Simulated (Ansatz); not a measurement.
# How thick a slab does the work function of Ir need?

Slabs of Ir from 1 to 13 layers are run on 3 faces. From which thickness on does the work function stay within 0.05 eV of the thickest slab's, and does that depend on the face?

How it was computed: Ansatz 0.2.0, plane waves with PAW datasets (its set soft_2), PBE; symmetric slabs at bulk places and the tabulated experimental lattice constant, 18 Å of vacuum, one k-mesh a face (spacing 0.16 Å⁻¹, 2π included), Fermi-Dirac smearing of 0.1 eV.

The runs side by side:

```tsv
layers	Ir(100) (eV)	Ir(110) (eV)	Ir(111) (eV)
1	6.166	6.018	6.422
2	5.688	5.169	5.418
3	5.464	5.108	5.412
4	5.545	4.962	5.509
5	5.549	5.003	5.531
6	5.553	5.077	5.506
7	5.547	5.031	5.504
8	5.547	5.025	5.519
10	5.543	5.043	5.513
13	5.543	5.039	5.517
```

**Answer.** Within 0.05 eV of the 13-layer value: Ir(100) from 4 layers on, Ir(110) from 5 layers on and Ir(111) from 4 layers on. In length between the outer atoms these thicknesses are 5.8 Å, 5.4 Å and 6.7 Å. From four layers on the values span 0.011 to 0.115 eV, most on Ir(110). Thirteen layers cost about 8 to 9 times the CPU time of four.

What the numbers leave out: The 13-layer slab is the reference and is itself not proved converged. Thicknesses missing from the table have no sound run at this vacuum, and where values alternate they could fall outside the band. Spin-orbit coupling is left out. The smearing damps swings with thickness. The slabs are unrelaxed and unreconstructed, and the CPU ratio is rough.

[Logs are printed without paths, hosts, clocks, repeated set-up lines and the standing remarks that a program may print on its own settings, such as how far it seeks lower states.]
